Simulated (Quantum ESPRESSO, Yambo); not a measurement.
# A GW chain in Yambo: CdF2 (Fm-3m), part 2 of 3

How does a plane-wave GW calculation on CdF2 (Fm-3m) run from the first input to the gap?

Quantum ESPRESSO 7.5 and Yambo 5.3.0; PBE and many-body steps on it, plane waves. Known limits of the many-body steps: not at the basis limit; d shell near the gap, gap tends to lie low; coarse k mesh.

So far. Step 2 (Ground state): The gap is indirect, with the least direct gap 0.40 eV higher. Step 3 (Bands along the symmetry lines): The gap is 3.120 eV, −0.019 eV from the run before at this level.

## (4) Empty states on the mesh, 4×4×4 mesh, 238 bands

Level of this step: DFT, PBE with spin-orbit coupling, plane waves, norm-conserving pseudopotentials (Quantum ESPRESSO).

The sums over transitions need many empty states on a uniform mesh; this step solves for them.

The input, pw.in:

```
&control
  calculation = 'nscf'
  prefix = 'x'
  outdir = 'o'
  pseudo_dir = 'pseudo'
/
&system
  ibrav = 0
  nat = 3
  ntyp = 2
  ecutwfc = 94.0
  nbnd = 238
  force_symmorphic = .true.
  noncolin = .true.
  lspinorb = .true.
/
&electrons
  conv_thr = 1e-9
  electron_maxstep = 80
  diago_full_acc = .true.
  diago_thr_init = 5e-6
/
ATOMIC_SPECIES
  Cd 112.41 Cd.upf
  F 18.998 F.upf
CELL_PARAMETERS angstrom
  0.0000000000 2.6940000000 2.6940000000
  2.6940000000 0.0000000000 2.6940000000
  2.6940000000 2.6940000000 -0.0000000000
ATOMIC_POSITIONS crystal
  Cd 0.0000000000 0.0000000000 0.0000000000
  F 0.2500000000 0.2500000000 0.2500000000
  F 0.7500000000 0.7500000000 0.7500000000
K_POINTS automatic
  4 4 4 0 0 0
```

On the command line:

```console
OMP_NUM_THREADS=1 mpirun -n 4 pw.x -nk 4 -in pw.in > pw.out
```

The program printed:

```text
[banner, memory and clock lines left out]
Program PWSCF v.7.5 starts

     Atomic positions and unit cell read from directory:
     o/x.save/

     Message from routine setup:
     using ibrav=0 with symmetry is DISCOURAGED, use correct ibrav instead

     G-vector sticks info

     bravais-lattice index     =            0
     lattice parameter (alat)  =       7.1997  a.u.
     unit-cell volume          =     263.8878 (a.u.)^3
     number of atoms/cell      =            3
     number of atomic types    =            2
     number of electrons       =        34.00
     number of Kohn-Sham states=          238
     kinetic-energy cutoff     =      94.0000  Ry
     charge density cutoff     =     376.0000  Ry
     Exchange-correlation= PBE
                           (   1   4   3   4   0   0   0)
     Non magnetic calculation with spin-orbit

     celldm(1)=   7.199651  celldm(2)=   0.000000  celldm(3)=   0.000000
     celldm(4)=   0.000000  celldm(5)=   0.000000  celldm(6)=   0.000000

     crystal axes: (cart. coord. in units of alat)
               a(1) = (   0.000000   0.707107   0.707107 )
               a(2) = (   0.707107   0.000000   0.707107 )
               a(3) = (   0.707107   0.707107  -0.000000 )

     reciprocal axes: (cart. coord. in units 2 pi/alat)
               b(1) = ( -0.707107  0.707107  0.707107 )
               b(2) = (  0.707107 -0.707107  0.707107 )
               b(3) = (  0.707107  0.707107 -0.707107 )
     Pseudo is Norm-conserving + core correction, Zval = 20.0
     Generated using ONCVPSP code by D. R. Hamann
     Using radial grid of 1368 points, 10 beta functions with:
     Pseudo is Norm-conserving + core correction, Zval =  7.0
     Generated using ONCVPSP code by D. R. Hamann
     Using radial grid of  832 points,  8 beta functions with:
     Cd               20.00   112.41000     Cd( 1.00)
     F                 7.00    18.99800     F ( 1.00)

     48 Sym. Ops., with inversion, found

   Cartesian axes

     site n.     atom                  positions (alat units)
         1        Cd     tau(   1) = (   0.0000000   0.0000000   0.0000000  )
         2        F      tau(   2) = (   0.3535534   0.3535534   0.3535534  )
         3        F      tau(   3) = (   1.0606602   1.0606602   1.0606602  )

     number of k points=     8
                       cart. coord. in units 2pi/alat
        k(    1) = (   0.0000000   0.0000000   0.0000000), wk =   0.0156250
        k(    2) = (   0.1767767   0.1767767  -0.1767767), wk =   0.1250000
        k(    3) = (  -0.3535534  -0.3535534   0.3535534), wk =   0.0625000
[...]
k(    7) = (  -0.7071068   0.0000000   0.0000000), wk =   0.0468750
        k(    8) = (  -0.7071068   0.3535534   0.0000000), wk =   0.0937500

     Dense  grid:    32647 G-vectors     FFT dimensions: (  45,  45,  45)

     The potential is recalculated from file :
     o/x.save/charge-density

     Starting wfcs are   36 randomized atomic wfcs +  202 random wfcs

     Band Structure Calculation

     End of band structure calculation

          k = 0.0000 0.0000 0.0000 (  4015 PWs)   bands (ev):

   -91.8308 -91.8308 -56.9673 -56.9673 -51.1620 -51.1620 -51.1620 -51.1620
   -14.1961 -14.1961 -13.0952 -13.0952   0.8051   0.8051   0.8051   0.8051
     1.1136   1.1136   2.1963   2.1963   2.1963   2.1963   5.5075   5.5075
[...]
[... 18 further rows ...]
[...]
106.9167 106.9167 106.9167 106.9167 107.3526 107.3526

          k = 0.1768 0.1768-0.1768 (  4050 PWs)   bands (ev):

[...]
[... 18 further rows ...]
[...]
111.7697 111.7698 111.7764 111.7764 111.9597 111.9597

          k =-0.3536-0.3536 0.3536 (  4092 PWs)   bands (ev):

[...]
42.4057  42.4057  46.4594  46.4594  46.5048  46.5048  47.1195  47.1195
     [... 18 further rows ...]
   108.5398 108.5398 108.5492 108.5492 108.6767 108.6767 108.7066 108.7066
   109.0209 109.0209 109.7594 109.7594 113.3839 113.3839

          k = 0.3536 0.0000 0.0000 (  4064 PWs)   bands (ev):

     [... further k-points ...]

     highest occupied, lowest unoccupied level (ev):     6.5417    9.6622

     XML data file, pseudopotentials, collected wavefunctions
```

The job ended after 53 s (4 MPI ranks of Intel Xeon Platinum 8259CL at 2.50GHz (Skylake/Cascade Lake), shared host; peak memory 0.91 GiB).

This step gave:

* gap: 3.120 eV
* k of the valence top: 0.25, -0.5, -0.25
* k of the conduction bottom: 0, 0, 0
* least direct gap: 3.535 eV
* k points computed: 8
* lowest point of the top converged band, above the valence top: 100.8109 eV

On this mesh the gap is 3.120 eV.

## (5) Conversion and set-up

This step: Yambo 5.3.0; conversion and set-up on PBE with spin-orbit coupling, plane waves, norm-conserving pseudopotentials.

The states are converted to the many-body program's format and the q mesh is built.

On the command line:

```console
(cd o/x.save; p2y > p2y.log; mv SAVE ../..); yambo > setup.log
```

The program printed:

```text
 Yambo, version 5.3.0

 [02] CORE Variables Setup
 =========================

  [02.01] Unit cells
  ==================

  Cell kind             :  FCC
  Atoms in the cell     :  Cd  F
  number of Cd atoms    :  1
  number of F  atoms    :  2

  List of atomic masses
  Mass of Cd    :  112.4100
  Mass of F     :  18.99800

  List of atomic coordinates    : [cc]
  Cd1       :  0.000000  0.000000  0.000000  order 1
  F1       :  2.545461  2.545461  2.545461  order 2
  F2       :  7.636383  7.636383  7.636383  order 3

  Alat factors          :  5.090922  5.090922  5.090922 [a.u.]
  Direct lattice volume :  263.8878 [a.u.]
  Direct lattice vectors:  A[ 1 ]  A[ 2 ]  A[ 3 ]
   A[ 1 ]:  0.000000  1.000000  1.000000  [iru]
   0.000000  5.090922  5.090922  [cc]
   A[ 2 ]:  1.000000  0.000000  1.000000  [iru]
   5.090922  0.000000  5.090922  [cc]
   A[ 3 ]:  1.000000  1.000000 -0.000000  [iru]
   5.090922  5.090922 -0.000000  [cc]

  Recip. lattice volume :  0.939984 [a.u.]
  Recip. lattice vectors:  B[ 1 ]  B[ 2 ]  B[ 3 ]
   B[ 1 ]: -0.500000  0.500000  0.500000  [iku]
  -0.617097  0.617097  0.617097  [cc]
   B[ 2 ]:  0.500000 -0.500000  0.500000  [iku]
   0.617097 -0.617097  0.617097  [cc]
   B[ 3 ]:  0.500000  0.500000 -0.500000  [iku]
   0.617097  0.617097 -0.617097  [cc]

  [02.02] Symmetries
  ==================

  Inversion symmetry    : yes
  Spatial inversion     : yes
  Inversion index       :  25
  K-space Time-reversal : no
  Magnetic symmetries   : no
  Group table correct   : yes
  Symmetries units      :  [cc]

   [S  1]:   1.0000     -0.75024E-17 -0.75024E-17 -0.75024E-17   1.0000      0.75024E-17  0.75024E-17  0.75024E-17   1.0000
   [S  2]:  -1.0000      0.75024E-17 -0.75024E-17  0.75024E-17  -1.0000      0.75024E-17 -0.75024E-17 -0.75024E-17   1.0000
   [S  3]:  -1.0000     -0.75024E-17  0.75024E-17  0.75024E-17   1.0000     -0.75024E-17 -0.75024E-17  0.75024E-17  -1.0000
[...]
[... 36 further rows ...]
   [S 47]: -0.75024E-17   1.0000      0.75024E-17  0.75024E-17 -0.75024E-17  -1.0000       1.0000      0.75024E-17 -0.75024E-17
   [S 48]: -0.75024E-17  -1.0000     -0.75024E-17  0.75024E-17  0.75024E-17   1.0000       1.0000     -0.75024E-17  0.75024E-17

  [02.03] Reciprocal space
  ========================

  nG shells         :   332
  nG charge         :   32647
  nG WFs            :   4935
  nC WFs            :   4092
  G-vecs. in first 33 shells:  [ Number ]
     1    9   15   27   51   59   65   89  113
    137   169   181   229   259   283   307   331   339
    387   411   459   531   537   561   609   645   701
    725   749   821   869   893   941
  ...
  Shell energy in first 33 shells:  [ mHa ]
    0.00000      571.213      761.617      1523.23      2094.45      2284.85      3046.47      3617.68      3808.09
    4569.70      5140.92      6092.94      6664.15      6854.56      7616.17      8187.39      8377.79      9139.41
[...]
BZ  K-points                                      :   64

  K/Q-points units:
  rlu = crystal or reduced units; cc = cartesian coordinates; iku = interal k-units

  K [1]          [rlu]:  0.000000  0.000000  0.000000
         WF components:   4015
  K [2]          [rlu]:  0.89314E-17 -0.49464E-17  0.25000
         WF components:   4050
  K [3]          [rlu]: -0.17863E-16  0.98927E-17 -0.50000
         WF components:   4092
  K [4]          [rlu]:  0.65886E-17  0.25000      0.25000
         WF components:   4064
  K [5]          [rlu]: -0.14839E-16  0.25000     -0.50000
         WF components:   4069
  [... 2 further k-points ...]
  K [8]          [rlu]:  0.250000 -0.500000 -0.250000
         WF components:   4056

  [02.05] Energies & Occupations
  ==============================

  [X] === General ===
  [X] Electronic Temperature                        :  0.000000  0.000000 [eV K]
  [X] Bosonic    Temperature                        :  0.000000  0.000000 [eV K]
  [X] Finite Temperature mode                       : no
  [X] El. density                                   :  0.86947E+24 [cm-3]
  [X] Fermi Level                                   :  6.541726 [eV]

  [X] === Gaps and Widths ===
  [X] Conduction Band Min                           :  3.120445 [eV]
  [X] Valence Band Max                              :  0.000000 [eV]
  [X] Filled Bands                                  :   34
  [X] Empty Bands                                   :   35  238
  [X] Direct Gap                                    :  3.534507 [eV]
  [X] Direct Gap localized at k                     :  1
  [X] Indirect Gap                                  :  3.120445 [eV]
  [X] Indirect Gap between kpts                     :   8   1
  [X] Last valence band width                       :  0.414062 [eV]
  [X] 1st conduction band width                     :  4.979286 [eV]

  E @ K [1]:  [eV]
  -98.37255 -98.37255 -63.50901 -63.50901 -57.70369 -57.70369 -57.70369 -57.70369
  -20.73784 -20.73784 -19.63696 -19.63696  -5.73665  -5.73665  -5.73665  -5.73665
  -5.428158 -5.428158 -4.345392 -4.345392 -4.345392 -4.345392 -1.034261 -1.034261
[...]
occ @ K [1]
[...]
E @ K [2]:  [eV]
[...]
occ @ K [2]
[...]
E @ K [3]:  [eV]
[...]
occ @ K [3]
[...]
E @ K [4]:  [eV]
[...]
occ @ K [4]
[...]
E @ K [5]:  [eV]
[...]
occ @ K [5]
[...]
[... 2 further k-points ...]
  E @ K [8]:  [eV]
[...]
occ @ K [8]
[...]
0.000000  0.000000  0.000000  0.000000  0.000000  0.000000  0.000000  0.000000
   0.000000  0.000000  0.000000  0.000000  0.000000  0.000000  0.000000  0.000000

 [03] Transferred momenta grid and indexing
 ==========================================

 IBZ Q-points                                      :   8
 BZ  Q-points                                      :   64

 K/Q-points units:
 rlu = crystal or reduced units; cc = cartesian coordinates; iku = interal k-units

 Q [1]          [rlu]:  0.000000  0.000000  0.000000
 Q [2]          [rlu]:  0.14198E-16 -0.27435E-16  0.25000
 Q [3]          [rlu]: -0.28396E-16  0.54870E-16 -0.50000
[...]
Q [7]          [rlu]: -0.13177E-16 -0.50000     -0.50000
 Q [8]          [rlu]:  0.250000 -0.500000 -0.250000

  [03.01] X indexes
  =================

   [03.01.01] Sigma indexes
   ========================

 [06] Game Over & Game summary
```

Elapsed: 4.4 s, on 1 MPI rank; peak memory 0.25 GiB.

(Continued in part 3 of 3.)

[Paths, hosts, dates, memory and timing lines, banners, echoed tables and standing remarks are left out of the program output.]

[Logs are printed without paths, hosts, clocks, repeated set-up lines and the standing remarks that a program may print on its own settings, such as how far it seeks lower states.]

[Runs of the session that timed out or met a known fault of the program may be left out.]

[Hosts, paths, dates, database ids (printed as entryN), source tags and the programs' standing remarks are cut or masked in the printed files.]
